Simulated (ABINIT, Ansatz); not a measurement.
# A GW chain in ABINIT: NbInO4 (P2/c)

Aim: the G0W0 gap of NbInO4 (P2/c) on LDA, step by step.

Method: LDA and many-body steps on it, plane waves, in ABINIT 10.8.3.

**The experiments to reproduce.**

- Gap 4.7 eV: direct gap from Elliott-Toyozawa fit; diffuse reflectance; 300 K; powder (“Accurate Determination of the Band-Gap Energy of the Rare-Earth Niobate Series”, 2024, arxiv:2401.13477).

Report form: the programs' logs are mostly left out.

### Step 1. The structure

The structure is monoclinic, space group P2/c (No. 13). Conventional cell: a = 4.835 Å, b = 5.771 Å, c = 5.144 Å, α = 90.00°, β = 91.13°, γ = 90.00°. Nearest to Nb lie 6 O at 1.88 to 2.15 Å. In has 6 O at 2.10 to 2.23 Å nearest. Nearest to O lie 1 Nb at 1.88 Å and 2 In at 2.15 to 2.23 Å. O has 2 Nb at 1.98 to 2.15 Å and 1 In at 2.10 Å nearest. Farther neighbours and most contacts between anions are not listed.

The cell and positions come from the Crystallography Open Database and are kept as given unless a step says otherwise.

### Step 2. Ground state

This step: ABINIT 10.8.3; DFT, LDA, plane waves, norm-conserving pseudopotentials.

The ground-state density comes first.

run.abi

```
acell 3*1.0 Angstrom
rprim 
  4.835500000000 0.000000000000 -0.000000000000
  0.000000000000 5.770900000000 0.000000000000
  -0.101444525800 0.000000000000 5.142999611900
ntypat 3
znucl 41 49 8
natom 12
typat 1 1 2 2 3 3 3 3 3 3 3 3
xred 
  0.000000000000 0.177900000000 0.250000000000
  0.000000000000 0.822100000000 0.750000000000
  0.500000000000 0.682500000000 0.250000000000
  0.500000000000 0.317500000000 0.750000000000
  0.260000000000 0.618000000000 0.901000000000
  0.740000000000 0.618000000000 0.599000000000
  0.740000000000 0.382000000000 0.099000000000
  0.260000000000 0.382000000000 0.401000000000
  0.217000000000 0.898000000000 0.438000000000
  0.783000000000 0.898000000000 0.062000000000
  0.783000000000 0.102000000000 0.562000000000
  0.217000000000 0.102000000000 0.938000000000
pp_dirpath "pseudos"
pseudos "Nb.upf, In.upf, O.upf"
ecut 42
ngkpt 4 4 4
nshiftk 1
shiftk 0 0 0
kptopt 1
chksymbreak 0
nband 68
occopt 1
tolvrs 1e-08
nstep 60
prtwf 0
optforces 0
optstress 0
indata_prefix "in"
outdata_prefix "out"
tmpdata_prefix "tmp"
```

Launch:

```
$ OMP_NUM_THREADS=1 mpirun -n 16 abinit run.abi > log
```

The job ended after 1.9 min (16 MPI ranks of Arm Neoverse V2, shared host; peak memory 2.2 GiB; 31 min of CPU time).

Numbers from this step:

* total energy: -17850.0569 eV
* gap: 3.247 eV
* k of the valence top: -0.25, 0, 0.25
* k of the conduction bottom: 0.25, 0, 0.5
* least direct gap: 3.370 eV

The gap is indirect, with the least direct gap 0.12 eV higher.

### Step 3. Bands along the symmetry lines

Levels along a band path, at the cheap level, show where the edges lie and whether the meshes to come will hold them.

Edit run.abi of step 2 so:

```diff
@@ -25,14 +25,45 @@
 ecut 42
-ngkpt 4 4 4
-nshiftk 1
-shiftk 0 0 0
-kptopt 1
-chksymbreak 0
-nband 68
-occopt 1
-tolvrs 1e-08
-nstep 60
+iscf -2
+irdden 1
+kptopt 0
+nkpt 31
+kpt 
+  0.00000000 0.00000000 0.00000000
+  0.00000000 0.16666667 0.00000000
+  0.00000000 0.33333333 0.00000000
+  0.00000000 0.50000000 0.00000000
+  0.00000000 0.50000000 0.16666667
+  0.00000000 0.50000000 0.33333333
+  0.00000000 0.50000000 0.50000000
+  0.00000000 0.33333333 0.50000000
+  0.00000000 0.16666667 0.50000000
+  0.00000000 0.00000000 0.50000000
+  0.00000000 0.00000000 0.33333333
+  0.00000000 0.00000000 0.16666667
+  0.00000000 0.00000000 0.00000000
+  -0.16666667 0.00000000 0.16666667
+  -0.33333333 0.00000000 0.33333333
+  -0.50000000 0.00000000 0.50000000
+  -0.50000000 0.16666667 0.50000000
+  -0.50000000 0.33333333 0.50000000
+  -0.50000000 0.50000000 0.50000000
+  -0.33333333 0.50000000 0.33333333
+  -0.16666667 0.50000000 0.16666667
+  0.00000000 0.50000000 0.00000000
+  -0.16666667 0.50000000 0.00000000
+  -0.33333333 0.50000000 0.00000000
+  -0.50000000 0.50000000 0.00000000
+  -0.50000000 0.33333333 0.00000000
+  -0.50000000 0.16666667 0.00000000
+  -0.50000000 0.00000000 0.00000000
+  -0.33333333 0.00000000 0.00000000
+  -0.16666667 0.00000000 0.00000000
+  0.00000000 0.00000000 0.00000000
+istwfk *1
+nband 65
+nbdbuf 2
+tolwfr 1e-08
+nstep 40
 prtwf 0
-optforces 0
-optstress 0
+prtvol 0
 indata_prefix "in"
```

Elapsed: 59 s, on 16 MPI ranks; peak memory 1.8 GiB.

Numbers from this step:

```
gap                        : 3.316 eV
k of the valence top       : -0.3333, 0, 0.3333
k of the conduction bottom : 0, 0.5, 0
least direct gap           : 3.370 eV
```

The gap is 3.316 eV, +0.069 eV from the run before at this level.

Electronic bands along the path, in eV, zero at the top of the highest filled band:

| point | band 55 | band 56 | band 57 | band 58 | band 59 | band 60 | band 61 | band 62 |
| --- | --- | --- | --- | --- | --- | --- | --- | --- |
| Γ | -0.54 | -0.52 | -0.16 | -0.12 | 3.50 | 3.94 | 4.11 | 4.14 |
| Z | -0.59 | -0.55 | -0.35 | -0.05 | 3.32 | 4.11 | 4.32 | 4.44 |
| D | -0.52 | -0.52 | -0.35 | -0.35 | 3.56 | 3.56 | 4.31 | 4.31 |
| B | -0.42 | -0.42 | -0.23 | -0.23 | 3.36 | 3.36 | 4.08 | 4.08 |
| Γ | -0.54 | -0.52 | -0.16 | -0.12 | 3.50 | 3.94 | 4.11 | 4.14 |
| A | -0.52 | -0.52 | -0.17 | -0.17 | 3.82 | 3.82 | 4.25 | 4.25 |
| E | -0.81 | -0.81 | -0.31 | -0.31 | 3.95 | 3.95 | 4.06 | 4.06 |
| Z | -0.59 | -0.55 | -0.35 | -0.05 | 3.32 | 4.11 | 4.32 | 4.44 |
| C2 | -0.68 | -0.51 | -0.33 | -0.16 | 3.90 | 3.93 | 4.14 | 4.28 |
| Y2 | -0.39 | -0.27 | -0.25 | -0.01 | 3.91 | 3.96 | 3.96 | 4.39 |
| Γ | -0.54 | -0.52 | -0.16 | -0.12 | 3.50 | 3.94 | 4.11 | 4.14 |

### Step 4. Empty states on the mesh, 2×2×2 mesh, 534 bands

The sums over transitions need many empty states on a uniform mesh; this step solves for them.

run.abi

```
acell 3*1.0 Angstrom
rprim 
  4.835500000000 0.000000000000 -0.000000000000
  0.000000000000 5.770900000000 0.000000000000
  -0.101444525800 0.000000000000 5.142999611900
ntypat 3
znucl 41 49 8
natom 12
typat 1 1 2 2 3 3 3 3 3 3 3 3
xred 
  0.000000000000 0.177900000000 0.250000000000
  0.000000000000 0.822100000000 0.750000000000
  0.500000000000 0.682500000000 0.250000000000
  0.500000000000 0.317500000000 0.750000000000
  0.260000000000 0.618000000000 0.901000000000
  0.740000000000 0.618000000000 0.599000000000
  0.740000000000 0.382000000000 0.099000000000
  0.260000000000 0.382000000000 0.401000000000
  0.217000000000 0.898000000000 0.438000000000
  0.783000000000 0.898000000000 0.062000000000
  0.783000000000 0.102000000000 0.562000000000
  0.217000000000 0.102000000000 0.938000000000
pp_dirpath "pseudos"
pseudos "Nb.upf, In.upf, O.upf"
ecut 42
ngkpt 2 2 2
nshiftk 1
shiftk 0 0 0
kptopt 1
chksymbreak 0
iscf -2
irdden 1
istwfk *1
nband 534
nbdbuf 48
tolwfr 1e-09
nstep 60
prtvol 0
indata_prefix "in"
outdata_prefix "out"
tmpdata_prefix "tmp"
```

Launch:

```
$ OMP_NUM_THREADS=2 mpirun -n 8 abinit run.abi > log
```

Run time: 6 min. Hardware: 8 MPI ranks; peak memory 1.7 GiB; 78 min of CPU time.

Numbers from this step:

* gap: 3.324 eV
* k of the valence top: 0.5, 0, 0
* k of the conduction bottom: 0, 0.5, 0
* least direct gap: 3.370 eV
* k points computed: 8
* lowest point of the top converged band, above the valence top: 110.6219 eV

On this mesh the gap is 3.324 eV. The earlier step found 3.247 eV, so this mesh misses an edge.

### Step 5. Screening, 2×2×2 mesh, 486 bands, screening to 217.7 eV

The RPA dielectric matrix is built and inverted for each q.

This step: RPA screening on LDA, plane waves, norm-conserving pseudopotentials.

Edit run.abi of step 4 so:

```diff
@@ -30,10 +30,11 @@
 chksymbreak 0
-iscf -2
-irdden 1
 istwfk *1
-nband 534
-nbdbuf 48
-tolwfr 1e-09
-nstep 60
-prtvol 0
+occopt 1
+irdwfk 1
+optdriver 3
+nband 486
+ecuteps 8
+inclvkb 2
+awtr 1
+symchi 1
 indata_prefix "in"
```

Launch:

```
$ OMP_NUM_THREADS=1 mpirun -n 16 abinit run.abi > log
```

Run time: 11 min. Hardware: 16 MPI ranks; peak memory 25 GiB.

This step gave:

- ε∞ with local fields, on this mesh, along the program's q direction: 5.387
- the same without local fields: 5.88
- plasma frequency: 33.38 eV
- plane waves in the screening matrix: 1035

Local fields lower ε∞ by 8 %. On a Γ-centred mesh this coarse the value itself is usually too large, while a short band sum pulls it down.

### Step 6. Self-energy, 2×2×2 mesh, 486 bands, screening to 217.7 eV

The self-energy is evaluated for the states that the input lists, and the levels follow from it, in one-shot runs by the linearised quasiparticle equation.

This step: G0W0 on LDA, plane waves, norm-conserving pseudopotentials.

Edit run.abi of step 5 so:

```diff
@@ -33,8 +33,19 @@
 irdwfk 1
-optdriver 3
+optdriver 4
 nband 486
+gwcalctyp 0
+ecutsigx 42
+symsigma 1
+nkptgw 3
+kptgw 
+  0.5000000000 0.0000000000 0.0000000000
+  0.0000000000 0.5000000000 0.0000000000
+  0.0000000000 0.0000000000 0.0000000000
+bdgw 
+  57 61
+  57 60
+  57 60
 ecuteps 8
-inclvkb 2
-awtr 1
-symchi 1
+irdscr 1
+ppmodel 1
 indata_prefix "in"
```

Run time: 2.4 min. Hardware: 16 MPI ranks; peak memory 18 GiB; 38 min of CPU time.

Numbers from this step:

- G0W0 gap on the points computed: 4.921 eV
- starting gap on the mesh: 3.324 eV
- k of the valence top: 0, 0.5, 0
- k of the conduction bottom: 0, 0.5, 0
- Z at the valence top: 0.781
- Z at the conduction bottom: 0.821
- least direct G0W0 gap on the computed points: 4.921 eV

The gap on the mesh goes from 3.32 eV to 4.92 eV, a correction of +1.60 eV. The start differs from the 3.25 eV found before because the two sample other k points.

Limits: finite bands, cutoff and mesh; no spin-orbit coupling; coarse k mesh. v1 is the top filled band, c1 the lowest empty one. Levels before and after the correction, in eV, zero at the valence-band top of each column:

|  | conduction bottom | valence top |
| --- | --- | --- |
| Kohn-Sham | 3.32 | 0.00 |
| G0W0 | 4.92 | 0.00 |

|  | level | energy (eV) |
| --- | --- | --- |
| Kohn-Sham | (0 0.5 0) v2 | -0.341 |
| Kohn-Sham | (0 0.5 0) v1 | -0.046 |
| Kohn-Sham | (0 0.5 0) c1 | 3.324 |
| Kohn-Sham | (0 0.5 0) c2 | 4.119 |
| G0W0 | (0 0.5 0) v2 | -0.353 |
| G0W0 | (0 0.5 0) v1 | 0.000 |
| G0W0 | (0 0.5 0) c1 | 4.921 |
| G0W0 | (0 0.5 0) c2 | 5.745 |

### Step 7. Where the time went

Times are wall times on the hardware named with each run, good to a factor of about two.

| step | time | share | memory (GiB) |
| --- | --- | --- | --- |
| ground state | 1.9 min | 9 % | 2.2 |
| bands along the symmetry lines | 59 s | 4 % | 1.8 |
| empty states on the mesh | 6 min | 27 % | 1.7 |
| screening | 11 min | 49 % | 25 |
| self-energy | 2.4 min | 11 % | 18 |

### Step 8. What came out

```json
{
 "LDA gap": "3.25 eV, indirect",
 "G0W0 gap on the mesh": "4.92 eV",
 "G0W0 gap over the zone (rigid shift)": "4.84 eV",
 "GW settings": "2×2×2 mesh, 486 bands, screening to 217.7 eV, Godby-Needs plasmon pole",
 "known limits": "not at the basis limit; no spin-orbit coupling; coarse k mesh"
}
```

What this shows: G0W0 moves the gap on the mesh from 3.32 eV to 4.92 eV (+1.60 eV), with Z of 0.78 and 0.82 at the edges. The mesh misses the band edges by 0.08 eV in all; a rigid shift gives 4.84 eV for the zone. Local fields lower the RPA ε∞ on this mesh from 5.88 to 5.39; a Γ-centred mesh this coarse tends to raise both, most where the direct gap is narrow, while a short band sum lowers them. Only 3 of the mesh's irreducible points were corrected, so a valley elsewhere could overtake. The dearest step here is «screening». Against experiment, by G0W0@LDA: the direct gap of 4.92 eV lies +0.22 eV from the measured 4.7 eV (electronic, 300 K, 2024). The calculation has static nuclei and no excitons; a measured gap holds zero-point and thermal motion, which mostly lowers it. Bands and cutoff are finite, so the gap is not at the basis limit. The miss can reach some tenths of an eV and take either sign; the mesh is an error of its own. In the G0W0 run levels were corrected at 3 k points alone, so a gap called «on the mesh» is the least over those, and an edge elsewhere would be missed. A denser mesh or path gives a starting gap of 3.25 eV: the GW mesh misses a band edge, so its gaps are not the fundamental one. The 2×2×2 mesh is coarse for this cell, which bears on the long-range parts of exchange and screening. The many-body steps are scalar-relativistic: spin-orbit coupling is not in them.

[Paths, hosts, dates, memory and timing lines, banners, echoed tables and standing remarks are left out of the program output.]

[Logs are printed without paths, hosts, clocks, repeated set-up lines and the standing remarks that a program may print on its own settings, such as how far it seeks lower states.]

[Runs of the session that timed out or met a known fault of the program may be left out.]

[Hosts, paths, dates, database ids (printed as entryN), source tags and the programs' standing remarks are cut or masked in the printed files.]

[G0W0 gaps are taken among the corrected bands and points alone; a level outside them can change the order at an edge.]

[Where Ansatz stands beside ABINIT at settings called matched, ABINIT's density can come from a denser mesh and the files from another edition; pairs whose starting gaps differed by over 0.03 eV were left out, so agreement reads better than it is.]
